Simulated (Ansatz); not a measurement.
# FeNiBr6, from a guessed structure to a relaxed one

Starting from a made-up structure for FeNiBr6, the aim is the relaxed cell, its shortest contacts and, where a second run follows, its electronic structure.

Method: DFT, PBE, plane-wave PAW, files of the set soft_1, scalar-relativistic, ferromagnetic start, cell and ions relaxed at zero pressure; PAW set soft_1, in Ansatz 0.2.0.

## (1) Set-up

It takes space group R-3 (No. 148, trigonal). Conventional cell: a = 6.745 Å, b = 6.745 Å, c = 17.751 Å, α = 90.00°, β = 90.00°, γ = 120.00°. Br has 1 Ni at 2.46 Å and 1 Fe at 2.76 Å nearest. Ni has 6 Br at 2.46 Å nearest. Nearest to Fe lie 6 Br at 2.76 Å. Farther neighbours and most contacts between anions are not listed.

## (2) Relaxing cell and atoms

The guessed cell has no reason to be at equilibrium. It is relaxed with the atoms, within the space group of the guess.

Input file input.yaml:

```yaml
crystal:
  lattice:
    - [3.3725, 1.947113783, 5.917]
    - [-3.3725, 1.947113783, 5.917]
    - [0.0, -3.894227566, 5.917]
  atoms:
    - { symbol: Br, position: [0.7744, 0.0981, 0.3678] }
    - { symbol: Br, position: [0.6322, 0.2256, 0.9019] }
    - { symbol: Br, position: [0.9019, 0.6322, 0.2256] }
    - { symbol: Br, position: [0.2256, 0.9019, 0.6322] }
    - { symbol: Br, position: [0.0981, 0.3678, 0.7744] }
    - { symbol: Br, position: [0.3678, 0.7744, 0.0981] }
    - { symbol: Ni, position: [0.0, 0.0, 0.0], spin: 1.0 }
    - { symbol: Fe, position: [0.5, 0.5, 0.5], spin: 3.0 }
magnetization:
  spin_polarized: true
kpoints:
  mp_grid: { grid: [5, 5, 5] }
scf:
  occupations: { method: fermi_dirac, width: 0.05 }
hamiltonian:
  xc: pbe
  pseudopotentials: { kind: paw, azcp: { folder: soft_1 } }
relax:
  f_tol: 0.015
  max_steps: 70
  cell: {}
output:
  forces: true
  stress: true
```

On the command line:

```bash
$ ansatz run input.yaml --threads 4 --pin off --max-ram 10240MiB --backend cpu --events-out ev --progress --plain --runs-dir out
```

Numbers of over 12 decimals in the logs are rounded to 6 here.

The log of the run:

```text
Engine: ansatz 0.2.0, aarch64-unknown-linux-gnu
Pseudopotentials: kind: paw
Pseudopotential: Br, paw, valence charge 7, recommended cutoff 420 eV (normal), soft_1/Br.paw.azcp
Pseudopotential: Ni, paw, valence charge 18, recommended cutoff 420 eV (normal), soft_1/Ni.paw.azcp
Pseudopotential: Fe, paw, valence charge 16, recommended cutoff 420 eV (normal), soft_1/Fe.paw.azcp
Functional definition: PBE
  parameter kappa = 0.804
  parameter beta = 0.066725
  exchange = pbe_x(kappa = kappa, mu = beta*pi^2/3)
  correlation = pbe_c(beta = beta)
Crystal: 8 atoms, lattice volume = 233.129 Å³
Basis set: ecut = 420 eV, 4543 PW (Γ), exchange–correlation on 96×96×96 points (8 copies of the dense FFT grid, shifted against one another)
Bands: 48, of which v1, the nominal top of the filled ones, is band 38 counted from 1 (37 counted from 0)
Symmetry: 6 space group operations
Space group: R-3 (ITA 148), of the structure as read, at distance tolerance 6.2e-5 Å
Magnetic group: BNS 148.17 (UNI 1247), of the structure as read, at distance tolerance 6.2e-5 Å
k-points: 23 of 125
Non-local potential: Br, projectors of the file, l = 0: 2, l = 1: 2, l = 2: 2
Non-local potential: Ni, projectors of the file, l = 0: 3, l = 1: 2, l = 2: 3, l = 3: 1
Non-local potential: Fe, projectors of the file, l = 0: 3, l = 1: 2, l = 2: 3, l = 3: 1
PAW form: soft (Blöchl's): semilocal exchange-correlation on the pseudo side does not see the compensation charge
PAW one-centre angular grid: Br, 110 points (default); XC on 64 Gauss nodes
PAW one-centre angular grid: Ni, 590 points (default); XC on 64 Gauss nodes
PAW one-centre angular grid: Fe, 590 points (default); XC on 64 Gauss nodes
Initial density: superposition of atomic densities (chi_scale 0.1, normalization cell, long waves kept (reshape's long-wave potential 0.02 eV rms))
Starting moments: Σ|m| = 4 μB on 2 of 8 sites
Initial wavefunctions: pseudopotential atomic-orbital guess
Functional: x = pbe(κ = 0.804, μ = 0.219515), c = pbe(β = 0.066725)
SCF iter   1: F=—  HF=-27018.987111 eV  |F-HF|=—  |Δ(HF+E_count)|=         —  Δρ=4.05e-2 (↑3.88e-2 ↓4.05e-2)  dr2=1.39e1  dr2_m=4.66e-1  M=4.485 μB ∫|m|=4.497 μB  β_m=0.30  ethr=3.10e-3  ⟨swp⟩=8.7  Hψ=9854  notcnv=0  defer=7
Mixer restart at iter 1: flushing history
preconditioner: auto → Kerker (q_TF=auto, 2.263 Å⁻¹)  [metal: Δε(μ)=0.007 eV  Ē_g=8.345 eV  σ=0.050 eV  W_gap=0.03  n_scr=52 (ndim 8)  ℏωp=18.8 eV  f_vac=0.059  D(μ)=11.11/eV (n_scr^D=112)]
spin=Collinear: Kerker preconditioning applied to the charge; magnetization (m = ρ↑ − ρ↓) channel mixes plain (no charge-response kernel on spin).
SCF iter   2: F=—  HF=-27020.360709 eV  |F-HF|=—  |Δ(HF+E_count)|=    1.37e0  Δρ=1.88e-2 (↑1.88e-2 ↓1.76e-2)  dr2=1.17e0  dr2_m=3.90e-1  M=4.685 μB ∫|m|=4.719 μB  β_m=0.33  ethr=3.10e-3  ⟨swp⟩=3.0  Hψ=4973  notcnv=0  defer=74
SCF iter   3: F=—  HF=-27020.436336 eV  |F-HF|=—  |Δ(HF+E_count)|=   7.56e-2  Δρ=1.62e-2 (↑1.17e-2 ↓1.62e-2)  dr2=9.11e-1  dr2_m=2.72e-1  M=4.780 μB ∫|m|=4.818 μB  β_m=0.54  ethr=1.53e-3  ⟨swp⟩=2.1  Hψ=2838  notcnv=0  defer=74
SCF iter   4: F=—  HF=-27020.763095 eV  |F-HF|=—  |Δ(HF+E_count)|=   3.27e-1  Δρ=1.54e-2 (↑1.54e-2 ↓5.09e-3)  dr2=3.59e-1  dr2_m=1.06e-1  M=4.724 μB ∫|m|=4.799 μB  β_m=0.53  ethr=1.20e-3  ⟨swp⟩=3.2  Hψ=4006  notcnv=0  defer=74
SCF iter   5: F=—  HF=-27020.695495 eV  |F-HF|=—  |Δ(HF+E_count)|=   6.76e-2  Δρ=7.68e-3 (↑6.45e-3 ↓7.68e-3)  dr2=2.84e-1  dr2_m=5.73e-2  M=4.749 μB ∫|m|=4.839 μB  β_m=0.77  ethr=4.72e-4  ⟨swp⟩=3.0  Hψ=4839  notcnv=0  defer=73
SCF iter   6: F=—  HF=-27021.057405 eV  |F-HF|=—  |Δ(HF+E_count)|=         —  Δρ=2.38e-2 (↑2.38e-2 ↓2.35e-2)  dr2=1.06e-2  dr2_m=1.19e0  M=3.995 μB ∫|m|=5.000 μB  β_m=1.00  ethr=3.73e-4  ⟨swp⟩=3.4  Hψ=4382  notcnv=0  defer=72
Mixer restart at iter 6: flushing history
SCF iter   7: F=—  HF=-27020.880378 eV  |F-HF|=—  |Δ(HF+E_count)|=   1.77e-1  Δρ=5.13e-3 (↑4.26e-4 ↓5.13e-3)  dr2=4.56e-2  dr2_m=1.51e-2  M=3.992 μB ∫|m|=5.085 μB  β_m=0.77  ethr=6.58e-5  ⟨swp⟩=2.1  Hψ=4608  notcnv=0  defer=70
SCF iter   8: F=—  HF=-27020.898878 eV  |F-HF|=—  |Δ(HF+E_count)|=   1.85e-2  Δρ=4.23e-3 (↑4.23e-3 ↓2.83e-3)  dr2=6.65e-2  dr2_m=1.99e-3  M=3.995 μB ∫|m|=5.097 μB  β_m=0.64  ethr=6.00e-5  ⟨swp⟩=2.5  Hψ=4480  notcnv=0  defer=70
SCF iter   9: F=—  HF=-27020.887532 eV  |F-HF|=—  |Δ(HF+E_count)|=   1.13e-2  Δρ=2.92e-3 (↑9.38e-4 ↓2.92e-3)  dr2=2.15e-2  dr2_m=2.54e-3  M=3.991 μB ∫|m|=5.122 μB  β_m=0.59  ethr=6.00e-5  ⟨swp⟩=2.0  Hψ=4506  notcnv=0  defer=71
SCF iter  10: F=—  HF=-27020.885232 eV  |F-HF|=—  |Δ(HF+E_count)|=   2.30e-3  Δρ=1.22e-3 (↑4.42e-4 ↓1.22e-3)  dr2=5.06e-3  dr2_m=4.72e-4  M=3.992 μB ∫|m|=5.124 μB  β_m=0.51  ethr=2.83e-5  ⟨swp⟩=2.1  Hψ=3427  notcnv=0  defer=71
SCF iter  11: F=—  HF=-27020.884188 eV  |F-HF|=—  |Δ(HF+E_count)|=   1.04e-3  Δρ=4.61e-4 (↑2.09e-4 ↓4.61e-4)  dr2=2.09e-4  dr2_m=2.19e-4  M=3.992 μB ∫|m|=5.138 μB  β_m=0.75  ethr=6.66e-6  ⟨swp⟩=2.0  Hψ=3895  notcnv=0  defer=71
SCF iter  12: F=—  HF=-27020.884398 eV  |F-HF|=—  |Δ(HF+E_count)|=   2.09e-4  Δρ=3.27e-4 (↑1.07e-4 ↓3.27e-4)  dr2=2.26e-4  dr2_m=7.22e-5  M=3.992 μB ∫|m|=5.144 μB  β_m=0.88  ethr=2.75e-7  ⟨swp⟩=2.1  Hψ=3097  notcnv=0  defer=71
SCF iter  13: F=—  HF=-27020.884389 eV  |F-HF|=—  |Δ(HF+E_count)|=   8.49e-6  Δρ=4.75e-5 (↑4.40e-5 ↓4.75e-5)  dr2=5.81e-6  dr2_m=3.59e-6  M=3.992 μB ∫|m|=5.147 μB  β_m=0.94  ethr=2.75e-7  ⟨swp⟩=1.7  Hψ=2878  notcnv=0  defer=70
SCF iter  14: F=—  HF=-27020.884428 eV  |F-HF|=—  |Δ(HF+E_count)|=   3.88e-5  Δρ=1.97e-5 (↑1.97e-5 ↓7.16e-6)  dr2=1.04e-6  dr2_m=2.97e-7  M=3.992 μB ∫|m|=5.148 μB  β_m=0.97  ethr=7.64e-9  ⟨swp⟩=2.0  Hψ=3352  notcnv=0  defer=70
SCF iter  15: F=—  HF=-27020.884428 eV  |F-HF|=—  |Δ(HF+E_count)|=   2.75e-7  Δρ=6.97e-6 (↑6.19e-6 ↓6.97e-6)  dr2=5.02e-7  dr2_m=7.18e-9  M=3.992 μB ∫|m|=5.147 μB  β_m=0.98  ethr=1.37e-9  ⟨swp⟩=1.2  Hψ=2245  notcnv=0  defer=70
SCF iter  16: F=—  HF=-27020.884428 eV  |F-HF|=—  |Δ(HF+E_count)|=   1.48e-7  Δρ=4.31e-6 (↑2.89e-6 ↓4.31e-6)  dr2=1.01e-7  dr2_m=2.02e-9  M=3.992 μB ∫|m|=5.147 μB  β_m=0.99  ethr=6.61e-10  ⟨swp⟩=2.0  Hψ=3114  notcnv=0  defer=70
SCF iter  17: F=—  HF=-27020.884428 eV  |F-HF|=—  |Δ(HF+E_count)|=  5.35e-10  Δρ=1.46e-6 (↑1.46e-6 ↓9.56e-7)  dr2=1.18e-8  dr2_m=2.54e-10  M=3.992 μB ∫|m|=5.147 μB  β_m=0.99  ethr=1.33e-10  ⟨swp⟩=1.2  Hψ=2223  notcnv=0  defer=70
SCF iter  18: F=-27020.884428 eV  HF=-27020.884428 eV  |F-HF|=1.03e-8  |Δ(HF+E_count)|=  1.27e-10  Δρ=1.37e-6 (↑9.66e-7 ↓1.37e-6)  dr2=1.12e-8  dr2_m=3.15e-10  M=3.992 μB ∫|m|=5.147 μB  ethr=1.55e-11  ⟨swp⟩=1.9  Hψ=5826  notcnv=0
[...]
Initial wavefunctions: pseudopotential atomic-orbital guess (no wavefunctions were taken with the density)
iter 1 solved again at ethr=1.27e-6 eV; its pass at ethr=3.10e-3 eV (dr2=9.66e-4 eV) is discarded
SCF iter   1: F=—  HF=-27021.540149 eV  |F-HF|=—  |Δ(HF+E_count)|=         —  Δρ=2.51e-4 (↑2.04e-4 ↓2.51e-4)  dr2=2.79e-4  dr2_m=1.55e-5  M=3.795 μB ∫|m|=5.097 μB  β_m=0.65  ethr=1.27e-6  ⟨swp⟩=3.2  Hψ=16119  notcnv=0
preconditioner: auto → Kerker (q_TF=auto, 1.869 Å⁻¹)  [metal: Δε(μ)=0.012 eV  Ē_g=9.206 eV  σ=0.050 eV  W_gap=0.06  n_scr=20 (ndim 8)  ℏωp=20.2 eV  f_vac=0.034  D(μ)=6.65/eV (n_scr^D=58)]
spin=Collinear: Kerker preconditioning applied to the charge; magnetization (m = ρ↑ − ρ↓) channel mixes plain (no charge-response kernel on spin).
SCF iter   2: F=—  HF=-27021.540093 eV  |F-HF|=—  |Δ(HF+E_count)|=   5.65e-5  Δρ=9.55e-5 (↑4.39e-5 ↓9.55e-5)  dr2=1.04e-5  dr2_m=5.14e-6  M=3.794 μB ∫|m|=5.098 μB  β_m=0.55  ethr=3.67e-7  ⟨swp⟩=2.2  Hψ=3122  notcnv=0
SCF iter   3: F=—  HF=-27021.540115 eV  |F-HF|=—  |Δ(HF+E_count)|=   2.22e-5  Δρ=6.16e-5 (↑5.70e-5 ↓6.16e-5)  dr2=1.49e-5  dr2_m=1.66e-7  M=3.794 μB ∫|m|=5.097 μB  β_m=0.49  ethr=1.37e-8  ⟨swp⟩=2.0  Hψ=3981  notcnv=0
SCF iter   4: F=—  HF=-27021.540113 eV  |F-HF|=—  |Δ(HF+E_count)|=   1.46e-6  Δρ=4.41e-5 (↑2.78e-5 ↓4.41e-5)  dr2=5.08e-6  dr2_m=1.08e-6  M=3.793 μB ∫|m|=5.097 μB  β_m=0.67  ethr=1.37e-8  ⟨swp⟩=2.0  Hψ=3971  notcnv=0
SCF iter   5: F=—  HF=-27021.540132 eV  |F-HF|=—  |Δ(HF+E_count)|=   1.83e-5  Δρ=4.68e-5 (↑3.37e-5 ↓4.68e-5)  dr2=8.07e-6  dr2_m=1.33e-6  M=3.793 μB ∫|m|=5.096 μB  β_m=0.83  ethr=6.68e-9  ⟨swp⟩=2.2  Hψ=3123  notcnv=0
SCF iter   6: F=—  HF=-27021.540149 eV  |F-HF|=—  |Δ(HF+E_count)|=   1.76e-5  Δρ=4.18e-5 (↑4.18e-5 ↓2.51e-5)  dr2=2.99e-6  dr2_m=1.57e-6  M=3.792 μB ∫|m|=5.095 μB  β_m=0.73  ethr=6.68e-9  ⟨swp⟩=2.0  Hψ=3933  notcnv=0
SCF iter   7: F=—  HF=-27021.540154 eV  |F-HF|=—  |Δ(HF+E_count)|=   4.96e-6  Δρ=9.93e-6 (↑9.14e-6 ↓9.93e-6)  dr2=1.49e-7  dr2_m=1.43e-7  M=3.793 μB ∫|m|=5.094 μB  β_m=0.96  ethr=3.94e-9  ⟨swp⟩=2.0  Hψ=3600  notcnv=0
SCF iter   8: F=—  HF=-27021.540156 eV  |F-HF|=—  |Δ(HF+E_count)|=   1.65e-6  Δρ=6.46e-6 (↑6.46e-6 ↓4.74e-6)  dr2=1.56e-7  dr2_m=1.81e-8  M=3.792 μB ∫|m|=5.093 μB  β_m=0.98  ethr=1.96e-10  ⟨swp⟩=2.0  Hψ=3984  notcnv=0
SCF iter   9: F=—  HF=-27021.540156 eV  |F-HF|=—  |Δ(HF+E_count)|=   2.32e-7  Δρ=1.82e-6 (↑1.82e-6 ↓1.74e-6)  dr2=1.88e-8  dr2_m=1.60e-9  M=3.792 μB ∫|m|=5.093 μB  β_m=0.99  ethr=1.96e-10  ⟨swp⟩=2.0  Hψ=3608  notcnv=0
SCF iter  10: F=—  HF=-27021.540156 eV  |F-HF|=—  |Δ(HF+E_count)|=   2.39e-8  Δρ=2.04e-7 (↑1.37e-7 ↓2.04e-7)  dr2=1.57e-10  dr2_m=3.03e-11  M=3.792 μB ∫|m|=5.093 μB  β_m=0.99  ethr=2.47e-11  ⟨swp⟩=2.0  Hψ=3939  notcnv=0
SCF iter  11: F=—  HF=-27021.540156 eV  |F-HF|=—  |Δ(HF+E_count)|=  1.31e-10  Δρ=4.57e-8 (↑4.57e-8 ↓3.55e-8)  dr2=3.31e-12  dr2_m=2.05e-12  M=3.792 μB ∫|m|=5.093 μB  β_m=1.00  ethr=1.00e-12  ⟨swp⟩=2.3  Hψ=3126  notcnv=0
SCF iter  12: F=—  HF=-27021.540156 eV  |F-HF|=—  |Δ(HF+E_count)|=  1.09e-11  Δρ=3.03e-8 (↑2.51e-8 ↓3.03e-8)  dr2=5.55e-12  dr2_m=5.59e-14  M=3.792 μB ∫|m|=5.093 μB  β_m=1.00  ethr=1.00e-12  ⟨swp⟩=1.0  Hψ=2208  notcnv=0
SCF iter  13: F=—  HF=-27021.540156 eV  |F-HF|=—  |Δ(HF+E_count)|=  3.64e-12  Δρ=2.62e-8 (↑2.62e-8 ↓2.41e-8)  dr2=4.27e-12  dr2_m=1.16e-13  M=3.792 μB ∫|m|=5.093 μB  β_m=1.00  ethr=1.00e-12  ⟨swp⟩=1.0  Hψ=2208  notcnv=0
SCF iter  14: F=-27021.540156 eV  HF=-27021.540156 eV  |F-HF|=7.28e-12  |Δ(HF+E_count)|=  3.64e-12  Δρ=4.57e-8 (↑4.44e-8 ↓4.57e-8)  dr2=1.42e-11  dr2_m=1.25e-13  M=3.792 μB ∫|m|=5.093 μB  ethr=1.00e-12  ⟨swp⟩=2.0  Hψ=5705  notcnv=0
the starting moments were not kept: 1 of 2 ended reversed and 1 kept their direction, counting a site from 0.1 μB. The largest reversed, site 6 (counted from 0, in the order of the report's site_moments_mub), started with +1.0 μB and closes at -5.6e-1 μB in its sphere.
SCF 7 converged in 14 iterations: F = -27021.540156 eV  dr2 = 1.42e-11
relax step   7: F+E_penalty+E_count = -27021.54015611 eV  Δ(F+E_penalty+E_count) = +4.869e-3 eV  max|allowed force component| = 9.359e-4 eV/Å  Δτ_max = 0.0000 Å  P = +0.004 GPa  Ω = 202.794 Å³  stress off target by 5.74e-3 GPa  SCF on the basis re-selected at this cell (its energy is not comparable with the rows above)  (14 SCF iters)
basis re-selected at this cell: Δ(F+E_penalty+E_count) = +4.869e-3 eV, ΔP = +0.010 GPa vs the last step (what re-selecting the basis moved, of the pressure what is left beyond the Pulay correction that the steps carried, after the strain that the cell walked since its last selection, with what the two solves' SCF thresholds leave and, on support functions, any second-order correction that the steps lacked; it is no m [...]
SCF converged after 14 iterations
Magnetization: 3.7924 μB (39.8962 up, 36.1038 down)
Absolute magnetization: 5.0857 μB (∫|ρ↑−ρ↓|, with the PAW one-centre terms)
Spin contamination: 0.7057 ħ² per cell (⟨S²⟩ above its minimum at these occupations)
Per-site moments (μB) at R_I (Å): [(0.093556, 1.023979), (0.093556, 1.023979), (0.093556, 1.023979), (0.093556, 1.023979), (0.093556, 1.023979), (0.093556, 1.023979), (-0.559987, 1.023979), (3.457145, 1.047409)]
Free energy (F): -27021.540156 eV
Harris-Foulkes:  -27021.540156 eV  (|F-HF|=7.28e-12)
Internal energy: -27021.486028 eV  (E = F + TS)
E sigma→0 (E₀):  -27021.513092 eV
Entropy (-TS):   -0.054129 eV (-6.766 meV/atom)
Fermi energy:    4.540670 eV
--- Per-component energies (eV) ---
  E_band       = -1022.292926
  E_kinetic    = 1442.178458
  E_local      = -10116.824324  (includes V_loc(G=0)·N_el)
  E_nonlocal   = 486.998598
  E_hartree    = 4524.707428
  E_xc         = -1395.780148
  E_vxc        = -929.080350  (∫ρ·V_xc dr)
  E_paw        = -16921.956273  (= ΣΔE_a)
  E_vpaw       = -954.980341  (= ΣTr[D̂ρ^β])
  E_aug_tail   = -0.000171  (compensation charges beyond the density's cutoff)
  E_ewald      = -5040.809595
  E_smearing   = -0.054129  (= −TS)
  E_closure    = -0.000000  (closes the sum)
  Σ components = -27021.540156   (vs F -27021.540156, Δ=0.00e0)
--- Forces (eV/Å), atoms counted from 1 ---
  atom   1  Br    -0.00033523    -0.00088714     0.00052795
  atom   2  Br    -0.00093590    -0.00015325    -0.00052795
  atom   3  Br     0.00060067    -0.00073389    -0.00052795
  atom   4  Br     0.00033523     0.00088714    -0.00052795
  atom   5  Br    -0.00060067     0.00073389     0.00052795
  atom   6  Br     0.00093590     0.00015325     0.00052795
  atom   7  Ni    -0.00000000     0.00000000     0.00000000
  atom   8  Fe     0.00000000     0.00000000     0.00000000
  max |Σ_I F_I| component: 9.32e-18 eV/Å
--- Stress (GPa, compression-positive) ---
        0.005739       0.000000       0.000000
       -0.000000       0.005739      -0.000000
       -0.000000      -0.000000      -0.000622
  P = ⅓ Tr σ = 0.0036 GPa (0.036 kbar)
--- Relaxed structure (6 steps of the walk, 6 accepted, 1 SCFs on fresh bases) ---
  F+E_penalty+E_count = -27021.54015611 eV   max|allowed force component| = 9.359e-4 eV/Å   (the final SCF, on the basis selected at the relaxed cell)
  cell:  # Å, volume = 202.7940 Å³
    - [3.210544, 1.853608, 5.679463]
    - [-3.210544, 1.853608, 5.679463]
    - [-7.147842366995538e-18, -3.707217, 5.679463]
  atoms:
    - { symbol: Br, position: [0.754808, 0.102910, 0.390391] }
    - { symbol: Br, position: [0.609609, 0.245192, 0.897090] }
    - { symbol: Br, position: [0.897090, 0.609609, 0.245192] }
    - { symbol: Br, position: [0.245192, 0.897090, 0.609609] }
    - { symbol: Br, position: [0.102910, 0.390391, 0.754808] }
    - { symbol: Br, position: [0.390391, 0.754808, 0.102910] }
    - { symbol: Ni, position: [-1.1471583078853605e-18, 6.53147745686917e-19, 2.0541525686387055e-19] }
    - { symbol: Fe, position: [0.500000, 0.500000, 0.500000] }
```

Elapsed: 91 s, on 4 threads of Arm Neoverse V1, shared host; peak memory 0.89 GiB; 5.9 min of CPU time.

The steps of the relaxation:

```tsv
step	energy less that of the first step (eV)	largest force component (eV/Å)	pressure (GPa)	volume (Å³)
1	0.0000	0.6007	-3.18	233.13
2	-0.6189	0.1720	0.95	203.29
3	-0.6455	0.1360	-0.36	205.26
4	-0.6586	0.0266	-0.15	204.32
5	-0.6601	0.0177	-0.09	203.27
6	-0.6606	0.0011	-0.01	202.79
7*	-0.6557	0.0009	0.00	202.79
```

Relaxation steps marked * repeat the geometry before them on a plane-wave basis chosen anew for their cell, so energy and pressure can jump there.

Forces are held to the 6 operations that the run works with; a distortion that breaks them can't arise in this run.

```tsv
conventional cell, symmetrised	before	after	change
a (Å)	6.745	6.421	-4.8 %
b (Å)	6.745	6.421	-4.8 %
c (Å)	17.751	17.038	-4.0 %
volume (Å³/atom)	29.14	25.35	-13.0 %
```

The atoms that moved most (Å, as changes of fractional coordinates times the final cell):

```tsv
atom	dx	dy	dz	length
Br3	0.057	-0.123	-0.044	0.143
Br2	-0.135	0.012	-0.044	0.143
Br4	0.078	0.111	-0.044	0.143
Br6	0.135	-0.012	0.044	0.143
Br5	-0.057	0.123	0.044	0.143
Br1	-0.078	-0.111	0.044	0.143
```

Final coordinates:

```xyz
8
Lattice="3.2105 1.8536 5.6795 -3.2105 1.8536 5.6795 0.0000 -3.7072 5.6795" Properties=species:S:1:pos:R:3 pbc="T T T"
Br    2.0929    0.1426    7.0886
Br    1.1700   -1.7412    9.9498
Br    0.9230    1.8838    9.9498
Br   -2.0929   -0.1426    9.9498
Br   -0.9230   -1.8838    7.0886
Br   -1.1700    1.7412    7.0886
Ni    0.0000    0.0000    0.0000
Fe    0.0000    0.0000    8.5192
```

This step gave:

* free energy: -27021.5402 eV
* energy at zero smearing: -27021.5131 eV
* smearing term TS: 0.05413 eV
* Fermi energy: 4.541 eV
* magnetization: 3.792 μB
* absolute magnetization: 5.086 μB
* site moments: 0.09356, 0.09356, 0.09356, 0.09356, 0.09356, 0.09356, -0.5600, 3.457 μB
* electrons: 76
* symmetry operations: 6
* pressure: 0.003619 GPa

Site moment by atom:

```tsv
atom	site moment (μB)
Br1	0.09
Br2	0.09
Br3	0.09
Br4	0.09
Br5	0.09
Br6	0.09
Ni7	-0.56
Fe8	3.46
```

Shortest distances by pair of elements, guess and relaxed (not always the same contact):

```tsv
pair	guess (Å)	relaxed (Å)
Br–Ni	2.457	2.482
Br–Fe	2.763	2.539
Br–Br	3.471	3.481
Fe–Ni	4.891	4.670
```

The relaxation ends with a largest force component of 9.4e-4 eV/Å and a pressure of 0.00 GPa.

## (3) Outcome

```json
{
 "space group, relaxed": "R-3",
 "conventional cell": "a = 6.421, b = 6.421, c = 17.038 Å; α = 90.0°, β = 90.0°, γ = 120.0°",
 "volume per atom": "25.35 Å³ (guess 29.14)",
 "total moment": "3.79 μB in the cell of 8 atoms"
}
```

In words: FeNiBr6 relaxes to R-3 with a = 6.421, b = 6.421 and c = 17.038 Å. The guessed volume was 15 % too large. The space group R-3 was held in the relaxation, so the end point is a stationary structure within it and may be a saddle against distortions or other arrangements. The input starts from parallel moments, and no other start was typed; the run left that order, and the end state is ferrimagnetic. Mesh and cutoff weren't tested. No dispersion term is used, so weakly bound directions may come out too long. Nothing here tests whether the compound is stable against decomposition.

[Logs are printed without paths, hosts, clocks, repeated set-up lines and the standing remarks that a program may print on its own settings, such as how far it seeks lower states.]

[Hosts, paths, dates, database ids (printed as entryN), source tags and the programs' standing remarks are cut or masked in the printed files.]
